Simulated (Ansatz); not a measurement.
# Ca on Nb(110): change of the work function

Wanted: Δφ(θ) for Ca/Nb(110), starting from the hollow site.

Method: plane-wave DFT, PBE, Ansatz PAW, in Ansatz 0.2.0.

**1. Set-up**

The cell holds 4 atoms: 4 Nb. Cell: a = 2.858 Å, b = 2.858 Å, c = 25.000 Å, α = 90.0°, β = 90.0°, γ = 70.5°. Vacuum lies along c.

**2. The clean slab**

The bare slab comes first, as the zero from which every change is counted. The two lowest layers are held at bulk places and the upper ones relax. The dipole correction removes the false field that a one-sided slab makes across the periodic vacuum, so each face gets a flat vacuum level of its own.

input.yaml

```yaml
crystal:
  lattice:
    - [2.3334523779, -1.65, 0.0]
    - [2.3334523779, 1.65, 0.0]
    - [0.0, 0.0, 25.0003571337]
  atoms:
    - { symbol: Nb, position: [0.0, 0.0, 0.3599948573] }
    - { symbol: Nb, position: [0.5, 0.5, 0.4533316191] }
    - { symbol: Nb, position: [0.0, 0.0, 0.5466683809] }
    - { symbol: Nb, position: [0.5, 0.5, 0.6400051427] }
kpoints:
  mp_grid: { grid: [12, 12, 1] }
hamiltonian:
  xc: pbe
scf:
  occupations: { method: fermi_dirac, width: 0.1 }
  convergence: { dr2_threshold: 1.0e-08 }
efield:
  axis: 3
  dipole_correction: true
  ramp_position: 0.97
  ramp_width: 0.06
relax:
  f_tol: 0.02
  max_steps: 60
  constraints: [{ sites: [0, 1] }]
output:
  write_potential: true
  write_density: true
  volumetric_format: npy
```

Command:

```console
ansatz run input.yaml --threads 4 --pin off --max-ram 16384MiB --backend cpu --events-out ev --progress --plain --runs-dir out
```

Numbers of over 12 decimals in the logs are rounded to 6 here.

The log of the run:

```text
Engine: ansatz 0.2.0, aarch64-unknown-linux-gnu
Pseudopotentials: kind: paw
Pseudopotential: Nb, paw, valence charge 13, recommended cutoff 420 eV (normal), Nb.paw.azcp
Functional definition: PBE
  parameter kappa = 0.804
  parameter beta = 0.066725
  exchange = pbe_x(kappa = kappa, mu = beta*pi^2/3)
  correlation = pbe_c(beta = beta)
Crystal: 4 atoms, lattice volume = 192.513 Å³
Basis set: ecut = 420 eV, 3769 PW (Γ), exchange–correlation on 40×40×360 points (8 copies of the dense FFT grid, shifted against one another)
Bands: 32, of which v1, the nominal top of the filled ones, is band 26 counted from 1 (25 counted from 0)
Symmetry: 4 space group operations
k-points: 43 of 144
Non-local potential: Nb, projectors of the file, l = 0: 3, l = 1: 2, l = 2: 2, l = 3: 1
PAW form: soft (Blöchl's): semilocal exchange-correlation on the pseudo side does not see the compensation charge
PAW one-centre angular grid: Nb, 590 points (default); XC on 64 Gauss nodes
Initial density: superposition of atomic densities (neutral atoms: chi_scale 0, normalization atom), corrected by the library's trained network
Initial wavefunctions: pseudopotential atomic-orbital guess
Functional: x = pbe(κ = 0.804, μ = 0.219515), c = pbe(β = 0.066725)
SCF iter   1: F=—  HF=-18207.315250 eV  |F-HF|=—  |Δ(HF+E_count)|=         —  Δρ=9.75e-3  dr2=3.31e0  ethr=1.77e-3  p=0.000 e·Å  D=2.85e-14 V/Å  ΔV_dip=-0.00 eV  dr2_dipole=3.46e-7  V_vac-E_F(+/−)=4.87/4.87 eV  ⟨swp⟩=7.8  Hψ=6620  notcnv=0
efield: sawtooth ramp at fractional position 0.9700 (set: `efield.ramp_position`, or a place that a band, a saddle search or an elastic batch's reference lends), width 0.0600; the density the first Hamiltonian is built on has a dipole p = 0.000 e·Å; the dipole correction subtracts the counter field D = 2.85e-14 V/Å, which shifts the + side's vacuum level by -0.00 eV against the − side's; the planar-averaged density in the ramp window peaks in size at 3.8e-6 e/Å³
preconditioner: auto → LDOS  [metal: Δε(μ)=0.022 eV  Ē_g=3.353 eV  σ=0.100 eV  W_gap=0.06  n_scr=16 (ndim 8)  ℏωp=12.0 eV  f_vac=0.550  D(μ)=4.82/eV (n_scr^D=16)  β→1.0]
SCF iter   2: F=—  HF=-18207.212039 eV  |F-HF|=—  |Δ(HF+E_count)|=   1.03e-1  Δρ=3.07e-3  dr2=1.93e-1  ethr=1.77e-3  p=-0.000 e·Å  D=-8.90e-6 V/Å  ΔV_dip=0.00 eV  dr2_dipole=7.29e-7  V_vac-E_F(+/−)=4.49/4.49 eV  ⟨swp⟩=2.1  Hψ=1844  notcnv=0
SCF iter   3: F=—  HF=-18207.208754 eV  |F-HF|=—  |Δ(HF+E_count)|=   3.28e-3  Δρ=5.93e-4  dr2=5.77e-3  ethr=3.70e-4  p=-0.000 e·Å  D=-3.40e-6 V/Å  ΔV_dip=0.00 eV  dr2_dipole=4.10e-8  V_vac-E_F(+/−)=4.55/4.55 eV  ⟨swp⟩=1.2  Hψ=1387  notcnv=0
SCF iter   4: F=—  HF=-18207.208629 eV  |F-HF|=—  |Δ(HF+E_count)|=   1.26e-4  Δρ=1.54e-4  dr2=7.62e-5  ethr=1.11e-5  p=0.000 e·Å  D=1.34e-7 V/Å  ΔV_dip=-0.00 eV  dr2_dipole=3.51e-10  V_vac-E_F(+/−)=4.53/4.53 eV  ⟨swp⟩=2.0  Hψ=1725  notcnv=0
SCF iter   5: F=—  HF=-18207.208643 eV  |F-HF|=—  |Δ(HF+E_count)|=   1.47e-5  Δρ=3.90e-5  dr2=6.01e-6  ethr=1.46e-7  p=0.000 e·Å  D=1.81e-7 V/Å  ΔV_dip=-0.00 eV  dr2_dipole=6.51e-11  V_vac-E_F(+/−)=4.53/4.53 eV  ⟨swp⟩=2.6  Hψ=2386  notcnv=0
SCF iter   6: F=—  HF=-18207.208496 eV  |F-HF|=—  |Δ(HF+E_count)|=   1.47e-4  Δρ=1.47e-5  dr2=2.08e-6  ethr=1.16e-8  p=-0.000 e·Å  D=-1.62e-7 V/Å  ΔV_dip=0.00 eV  dr2_dipole=6.95e-12  V_vac-E_F(+/−)=4.53/4.53 eV  ⟨swp⟩=3.0  Hψ=2770  notcnv=0
SCF iter   7: F=—  HF=-18207.208496 eV  |F-HF|=—  |Δ(HF+E_count)|=   1.30e-7  Δρ=4.32e-6  dr2=5.36e-8  ethr=4.00e-9  p=-0.000 e·Å  D=-7.89e-8 V/Å  ΔV_dip=0.00 eV  dr2_dipole=7.06e-14  V_vac-E_F(+/−)=4.53/4.53 eV  ⟨swp⟩=2.1  Hψ=1842  notcnv=0
SCF iter   8: F=-18207.208496 eV  HF=-18207.208496 eV  |F-HF|=1.09e-8  |Δ(HF+E_count)|=   6.18e-8  Δρ=1.14e-6  dr2=3.94e-9  ethr=1.92e-11  p=-0.000 e·Å  D=-4.82e-8 V/Å  ΔV_dip=0.00 eV  dr2_dipole=6.75e-14  V_vac-E_F(+/−)=4.53/4.53 eV  ⟨swp⟩=10.7  Hψ=10041  notcnv=0
SCF 1 converged in 8 iterations: F = -18207.208496 eV  dr2 = 3.94e-9
  greatest PAW one-centre occupation: 0.998 electrons in one spin orbital (limit 2), on the Nb atom at site 1 (counted from 0), in its partial waves of l = 0
relax step   1: F+E_penalty+E_count = -18207.20849629 eV  Δ(F+E_penalty+E_count) = +0.000e0 eV  max|allowed force component| = 3.894e-1 eV/Å  Δτ_max = 0.0000 Å  (8 SCF iters, accepted)
Initial density: handed on by an earlier stage of this run
Initial wavefunctions: those handed on with the density
iter 1 solved again at ethr=8.91e-4 eV; its pass at ethr=3.10e-3 eV (dr2=4.63e-1 eV) is discarded
SCF iter   1: F=—  HF=-18207.238086 eV  |F-HF|=—  |Δ(HF+E_count)|=         —  Δρ=7.19e-3  dr2=5.38e-1  ethr=8.91e-4  p=0.000 e·Å  D=2.41e-7 V/Å  ΔV_dip=-0.00 eV  dr2_dipole=3.75e-2  V_vac-E_F(+/−)=4.55/4.55 eV  ⟨swp⟩=1.5  Hψ=5041  notcnv=0
efield: sawtooth ramp at fractional position 0.9700 (set: `efield.ramp_position`, or a place that a band, a saddle search or an elastic batch's reference lends), width 0.0600; the density the first Hamiltonian is built on has a dipole p = 0.000 e·Å; the dipole correction subtracts the counter field D = 2.41e-7 V/Å, which shifts the + side's vacuum level by -0.00 eV against the − side's; the planar-averaged density in the ramp window peaks in size at 1.7e-6 e/Å³
eigensolver tolerance schedule calibrated: the retry pair's looser diagonalisation under-reported the residual by θ = 0.14 (0.26/decade); ethr = c·dr2/N_el runs at the constant in force after the calibration composes with the one it found (an armed cap, an earlier calibration), c = 1.5e-2
preconditioner: auto → LDOS  [metal: Δε(μ)=0.018 eV  Ē_g=3.370 eV  σ=0.100 eV  W_gap=0.04  n_scr=16 (ndim 8)  ℏωp=12.0 eV  f_vac=0.554  D(μ)=5.21/eV (n_scr^D=16)  β→1.0]
SCF iter   2: F=—  HF=-18207.209043 eV  |F-HF|=—  |Δ(HF+E_count)|=   2.90e-2  Δρ=3.22e-3  dr2=5.71e-2  ethr=1.58e-4  p=0.007 e·Å  D=6.44e-3 V/Å  ΔV_dip=-0.16 eV  dr2_dipole=5.95e-4  V_vac-E_F(+/−)=4.37/4.53 eV  ⟨swp⟩=3.3  Hψ=2989  notcnv=0
SCF iter   3: F=—  HF=-18207.204924 eV  |F-HF|=—  |Δ(HF+E_count)|=   4.12e-3  Δρ=1.43e-3  dr2=1.52e-2  ethr=1.68e-5  p=0.003 e·Å  D=2.81e-3 V/Å  ΔV_dip=-0.07 eV  dr2_dipole=7.68e-6  V_vac-E_F(+/−)=4.46/4.54 eV  ⟨swp⟩=3.1  Hψ=2994  notcnv=0
SCF iter   4: F=—  HF=-18207.202553 eV  |F-HF|=—  |Δ(HF+E_count)|=   2.37e-3  Δρ=3.42e-4  dr2=7.98e-4  ethr=4.45e-6  p=0.004 e·Å  D=3.39e-3 V/Å  ΔV_dip=-0.08 eV  dr2_dipole=2.67e-7  V_vac-E_F(+/−)=4.44/4.53 eV  ⟨swp⟩=2.6  Hψ=2412  notcnv=0
SCF iter   5: F=—  HF=-18207.202529 eV  |F-HF|=—  |Δ(HF+E_count)|=   2.35e-5  Δρ=9.09e-5  dr2=2.93e-5  ethr=2.34e-7  p=0.004 e·Å  D=3.58e-3 V/Å  ΔV_dip=-0.09 eV  dr2_dipole=4.90e-7  V_vac-E_F(+/−)=4.44/4.53 eV  ⟨swp⟩=3.2  Hψ=2733  notcnv=0
SCF iter   6: F=—  HF=-18207.202389 eV  |F-HF|=—  |Δ(HF+E_count)|=   1.40e-4  Δρ=2.49e-5  dr2=4.44e-6  ethr=8.60e-9  p=0.004 e·Å  D=3.50e-3 V/Å  ΔV_dip=-0.09 eV  dr2_dipole=1.74e-6  V_vac-E_F(+/−)=4.44/4.53 eV  ⟨swp⟩=3.0  Hψ=2702  notcnv=0
SCF iter   7: F=—  HF=-18207.202390 eV  |F-HF|=—  |Δ(HF+E_count)|=   4.75e-7  Δρ=7.49e-6  dr2=1.67e-7  ethr=1.30e-9  p=0.004 e·Å  D=3.50e-3 V/Å  ΔV_dip=-0.09 eV  dr2_dipole=3.59e-9  V_vac-E_F(+/−)=4.44/4.53 eV  ⟨swp⟩=2.7  Hψ=2651  notcnv=0
SCF iter   8: F=-18207.202390 eV  HF=-18207.202390 eV  |F-HF|=1.21e-8  |Δ(HF+E_count)|=   1.49e-7  Δρ=1.97e-6  dr2=9.33e-9  ethr=2.94e-12  p=0.004 e·Å  D=3.48e-3 V/Å  ΔV_dip=-0.09 eV  dr2_dipole=2.89e-9  V_vac-E_F(+/−)=4.44/4.53 eV  ⟨swp⟩=8.0  Hψ=10634  notcnv=0
SCF 2 converged in 8 iterations: F = -18207.202390 eV  dr2 = 9.33e-9
  greatest PAW one-centre occupation: 0.998 electrons in one spin orbital (limit 2), on the Nb atom at site 2 (counted from 0), in its partial waves of l = 0
relax step   2: F+E_penalty+E_count = -18207.20238996 eV  Δ(F+E_penalty+E_count) = +6.106e-3 eV  max|allowed force component| = 5.460e-1 eV/Å  Δτ_max = 0.1121 Å  (8 SCF iters, rejected (line search))
SCF iter   1: F=—  HF=-18207.232312 eV  |F-HF|=—  |Δ(HF+E_count)|=         —  Δρ=3.81e-3  dr2=1.71e-1  ethr=2.81e-3  p=0.004 e·Å  D=3.48e-3 V/Å  ΔV_dip=-0.09 eV  dr2_dipole=1.74e-2  V_vac-E_F(+/−)=4.43/4.51 eV  ⟨swp⟩=3.3  Hψ=2664  notcnv=0
efield: sawtooth ramp at fractional position 0.9700 (set: `efield.ramp_position`, or a place that a band, a saddle search or an elastic batch's reference lends), width 0.0600; the density the first Hamiltonian is built on has a dipole p = 0.004 e·Å; the dipole correction subtracts the counter field D = 3.48e-3 V/Å, which shifts the + side's vacuum level by -0.09 eV against the − side's; the planar-averaged density in the ramp window peaks in size at 6.3e-7 e/Å³
preconditioner: auto → LDOS  [metal: Δε(μ)=0.008 eV  Ē_g=3.319 eV  σ=0.100 eV  W_gap=0.02  n_scr=16 (ndim 8)  ℏωp=12.0 eV  f_vac=0.550  D(μ)=5.23/eV (n_scr^D=16)  β→1.0]
SCF iter   2: F=—  HF=-18207.224856 eV  |F-HF|=—  |Δ(HF+E_count)|=   7.46e-3  Δρ=1.60e-3  dr2=1.23e-2  ethr=3.28e-4  p=0.001 e·Å  D=6.92e-4 V/Å  ΔV_dip=-0.02 eV  dr2_dipole=1.65e-4  V_vac-E_F(+/−)=4.51/4.53 eV  ⟨swp⟩=2.0  Hψ=2164  notcnv=0
SCF iter   3: F=—  HF=-18207.224244 eV  |F-HF|=—  |Δ(HF+E_count)|=   6.13e-4  Δρ=7.77e-4  dr2=4.90e-3  ethr=2.36e-5  p=0.002 e·Å  D=2.17e-3 V/Å  ΔV_dip=-0.05 eV  dr2_dipole=2.59e-4  V_vac-E_F(+/−)=4.47/4.53 eV  ⟨swp⟩=3.0  Hψ=2617  notcnv=0
SCF iter   4: F=—  HF=-18207.223479 eV  |F-HF|=—  |Δ(HF+E_count)|=   7.65e-4  Δρ=1.96e-4  dr2=2.48e-4  ethr=9.42e-6  p=0.002 e·Å  D=1.60e-3 V/Å  ΔV_dip=-0.04 eV  dr2_dipole=3.10e-5  V_vac-E_F(+/−)=4.49/4.53 eV  ⟨swp⟩=2.2  Hψ=1964  notcnv=0
SCF iter   5: F=—  HF=-18207.223472 eV  |F-HF|=—  |Δ(HF+E_count)|=   6.98e-6  Δρ=5.31e-5  dr2=1.59e-5  ethr=4.77e-7  p=0.001 e·Å  D=1.41e-3 V/Å  ΔV_dip=-0.04 eV  dr2_dipole=1.61e-7  V_vac-E_F(+/−)=4.49/4.53 eV  ⟨swp⟩=2.1  Hψ=1981  notcnv=0
SCF iter   6: F=—  HF=-18207.223476 eV  |F-HF|=—  |Δ(HF+E_count)|=   4.05e-6  Δρ=1.30e-5  dr2=6.58e-7  ethr=3.06e-8  p=0.002 e·Å  D=1.41e-3 V/Å  ΔV_dip=-0.04 eV  dr2_dipole=8.08e-8  V_vac-E_F(+/−)=4.49/4.53 eV  ⟨swp⟩=2.4  Hψ=2238  notcnv=0
SCF iter   7: F=—  HF=-18207.223328 eV  |F-HF|=—  |Δ(HF+E_count)|=   1.48e-4  Δρ=4.71e-6  dr2=9.91e-8  ethr=1.27e-9  p=0.001 e·Å  D=1.40e-3 V/Å  ΔV_dip=-0.04 eV  dr2_dipole=1.72e-8  V_vac-E_F(+/−)=4.49/4.53 eV  ⟨swp⟩=3.0  Hψ=2706  notcnv=0
SCF iter   8: F=-18207.223328 eV  HF=-18207.223328 eV  |F-HF|=7.40e-9  |Δ(HF+E_count)|=   5.84e-8  Δρ=1.53e-6  dr2=8.89e-9  ethr=1.92e-11  p=0.001 e·Å  D=1.41e-3 V/Å  ΔV_dip=-0.04 eV  dr2_dipole=7.79e-10  V_vac-E_F(+/−)=4.49/4.53 eV  ⟨swp⟩=8.6  Hψ=10247  notcnv=0
SCF 3 converged in 8 iterations: F = -18207.223328 eV  dr2 = 8.89e-9
relax step   3: F+E_penalty+E_count = -18207.22332794 eV  Δ(F+E_penalty+E_count) = -1.483e-2 eV  max|allowed force component| = 4.453e-3 eV/Å  Δτ_max = 0.0537 Å  (8 SCF iters, accepted)
NSCF: frozen V_eff on 43 k-points
the search or the solves at the SCF's close seem to have found levels that the self-consistency loop had missed (the run counts 1). By its estimate they hold under 1e-12 electrons; where the run keeps them, the occupations were computed again with them
WARN: The output density's exchange-correlation potential varies sharply where the density is thin. Do not read a vacuum level from v_tot or v_xc, or from such a field of the output density. On a cell that repeats whose density bears no net charge and no dipole along the vacuum's axis use v_es (v_loc + v_h of the components); under efield.dipole_correction with no amplitude use v_es + v_field, which holds any externa [...]
SCF converged after 8 iterations
Free energy (F): -18207.223328 eV
Harris-Foulkes:  -18207.223328 eV  (|F-HF|=7.40e-9)
Internal energy: -18207.049194 eV  (E = F + TS)
E sigma→0 (E₀):  -18207.136261 eV
Entropy (-TS):   -0.174134 eV (-43.533 meV/atom)
Fermi energy:    4.006922 eV
Dipole field:    D = 0.001448 V/Å  (p = 0.001540 e·Å, saw-weighted, corrected)
Work function:   Φ+ = 4.4924 eV   Φ− = 4.5286 eV
Levels:          The Fermi level and band energies are counted from a zero that moves with the ramp; work functions are not
--- Per-component energies (eV) ---
  E_band       = -991.310328
  E_kinetic    = 1574.965990
  E_local      = -56308.310229  (includes V_loc(G=0)·N_el)
  E_nonlocal   = 481.684187
  E_hartree    = 27269.689687
  E_xc         = -699.311284
  E_vxc        = -847.940007  (∫ρ·V_xc dr)
  E_paw        = -12294.007992  (= ΣΔE_a)
  E_vpaw       = -431.089472  (= ΣTr[D̂ρ^β])
  E_aug_tail   = 0.000027  (compensation charges beyond the density's cutoff)
  E_efield     = 0.000001  (sawtooth field / dipole correction)
  E_vefield    = 0.000464  (∫n·V_field dr)
  E_ewald      = 21768.240419
  E_smearing   = -0.174134  (= −TS)
  E_closure    = -0.000000  (closes the sum)
  Σ components = -18207.223328   (vs F -18207.223328, Δ=0.00e0)
--- Forces (eV/Å), atoms counted from 1 ---
  atom   1  Nb     0.00000000     0.00000000     0.34062080
  atom   2  Nb     0.00000000     0.00000000    -0.33312820
  atom   3  Nb     0.00000000     0.00000000    -0.00306116
  atom   4  Nb     0.00000000     0.00000000    -0.00445260
  max |Σ_I F_I| component: 2.12e-5 eV/Å
--- Band table (eV; the first three rows and the last of 43) ---
  k-point 0: bands = [... 22 lower, 3.4466, 3.5123, 3.6764, 4.0611, 4.1727, 4.6389, 4.6520, 5.6784, ... 2 higher]
  k-point 1: bands = [... 22 lower, 3.4048, 3.4548, 3.6401, 4.0028, 4.2565, 4.3791, 4.7400, 5.2644, ... 2 higher]
  k-point 2: bands = [... 22 lower, 3.1785, 3.3530, 3.5747, 3.7357, 3.8698, 4.4583, 4.7888, 5.0334, ... 2 higher]
  k-point 42: bands = [... 22 lower, 2.6735, 3.3174, 3.8761, 5.5518, 5.7661, 6.0386, 6.2753, 6.6835, ... 2 higher]
--- Relaxed structure (3 steps of the walk, 2 accepted, 0 SCFs on fresh bases) ---
  F+E_penalty+E_count = -18207.22332794 eV   max|allowed force component| = 4.453e-3 eV/Å
  atoms:
    - { symbol: Nb, position: [0.0, 0.0, 0.359995] }
    - { symbol: Nb, position: [0.5, 0.5, 0.4533316191] }
    - { symbol: Nb, position: [0.0, 0.0, 0.547835] }
    - { symbol: Nb, position: [0.5, 0.5, 0.637856] }
```

It took 17 s on 4 threads of Arm Neoverse V1, shared host; peak memory 0.56 GiB; 66 s of CPU time.

The steps of the relaxation:

```csv
step,energy less that of the first step (eV),largest force component (eV/Å)
1,0.0000,0.3894
2,0.0061,0.5460
3,-0.0148,0.0045
```

Relaxation step 2 was tried and not accepted.

The run keeps the 4 symmetry operations that it works with, so distortions that break them were not tested.

The atoms that moved most (Å):

```csv
atom,dx,dy,dz,length
Nb4,0.000,0.000,-0.054,0.054
Nb3,0.000,0.000,0.029,0.029
```

Final coordinates:

```xyz
4
Lattice="2.3335 -1.6500 0.0000 2.3335 1.6500 0.0000 0.0000 0.0000 25.0004" Properties=species:S:1:pos:R:3
Nb    0.0000    0.0000    9.0000
Nb    2.3335    0.0000   11.3335
Nb    0.0000    0.0000   13.6961
Nb    2.3335    0.0000   15.9466
```

This step gave:

```
energy at zero smearing        : -18207.1363 eV
work function, upper face      : 4.492 eV
work function, lower face      : 4.529 eV
dipole along the normal        : 0.001540 e·Å
step between the vacuum levels : -0.03620 eV
```

Running mean over 2.333 Å of the planar mean; the ramp of the sawtooth is left out. The electron's electrostatic potential energy less the Fermi level by z:

```csv
z (Å),electron's electrostatic potential energy less the Fermi level (eV)
3.5,4.53
4.0,4.53
4.5,4.52
5.0,4.51
5.5,4.47
6.0,4.34
6.5,3.95
7.0,2.78
7.5,-0.525
8.0,-5.88
8.5,-9.88
9.0,-11.0
9.5,-11.1
10.0,-11.0
10.5,-10.9
11.0,-10.9
11.5,-10.9
12.0,-10.8
12.5,-10.6
13.0,-10.7
13.5,-10.9
14.0,-11.2
14.5,-11.7
15.0,-11.8
15.5,-11.5
16.0,-11.1
16.5,-9.62
17.0,-5.33
17.5,-0.0576
18.0,2.95
18.5,3.98
19.0,4.33
19.5,4.44
20.0,4.48
20.5,4.49
21.0,4.49
21.5,4.49
```

The relaxation took 3 steps and lowered the energy by 0.015 eV; the largest force on the free atoms ends at 0.0045 eV/Å.

The work function of the upper face is 4.49 eV.

[end of part 1 of 3]

[Logs are printed without paths, hosts, clocks, repeated set-up lines and the standing remarks that a program may print on its own settings, such as how far it seeks lower states.]

[Hosts, paths, dates, database ids (printed as entryN), source tags and the programs' standing remarks are cut or masked in the printed files.]

[Maps of the electrostatic potential energy from Ansatz leave out the sawtooth potential of an applied field or a dipole correction, so their vacuum need not be flat; planar profiles and work functions include it.]
